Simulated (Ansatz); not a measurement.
In doubt: masses and optical values from hybrid runs of this build are listed as unsure, which bears on the screening that GW takes from such a start.

Rows from a G0W0 calculation on SiO2 (Quartz) (Ansatz 0.2.0; G0W0 on PBE0, plane waves, PAW; PAW set soft_1; 6×6×2 mesh, 257 empty bands, screening to 100 eV, PAW set soft_1 files), in eV. Spin-orbit coupling is left out.

```
row                      k  band   start       Σx  Σc at the solution      Vxc
  A                      Γ    c1   9.359   -7.174              -3.066  -10.905
  B  (0.333, 0.333, 0.000)    c1  12.449   -7.625              -3.263  -11.823
  C  (0.333, 0.333, 0.000)    v1   0.760  -26.864               3.704  -22.672
  D  (0.333, 0.333, 0.000)    v2   0.293  -26.623               3.731  -22.354
  E                      Γ    c2  12.813   -6.110              -3.386  -10.384
  F                      Γ    v1   0.432  -26.384               3.683  -22.158
```

Work out each quasiparticle level and how far it moved.

The quasiparticle equation reads E = start + Σx + Σc(E) − Vxc.

```
row  E (eV)  shift (eV)
  A  10.024      +0.664
  B  13.384      +0.935
  C   0.271      −0.489
  D  -0.246      −0.539
  E  13.700      +0.888
  F  -0.112      −0.543
```

The gap over the computed points goes from 8.60 eV to 9.75 eV.

Limits: not at the basis limit; coarse k mesh.

[Paths, hosts, dates, memory and timing lines, banners, echoed tables and standing remarks are left out of the program output.]

[Logs are printed without paths, hosts, clocks, repeated set-up lines and the standing remarks that a program may print on its own settings, such as how far it seeks lower states.]

[Runs of the session that timed out or met a known fault of the program may be left out.]

[Cells called generated may have been cut or substituted from an entry of the Crystallography Open Database or the Materials Project.]

[Hosts, paths, dates, database ids (printed as entryN), source tags and the programs' standing remarks are cut or masked in the printed files.]
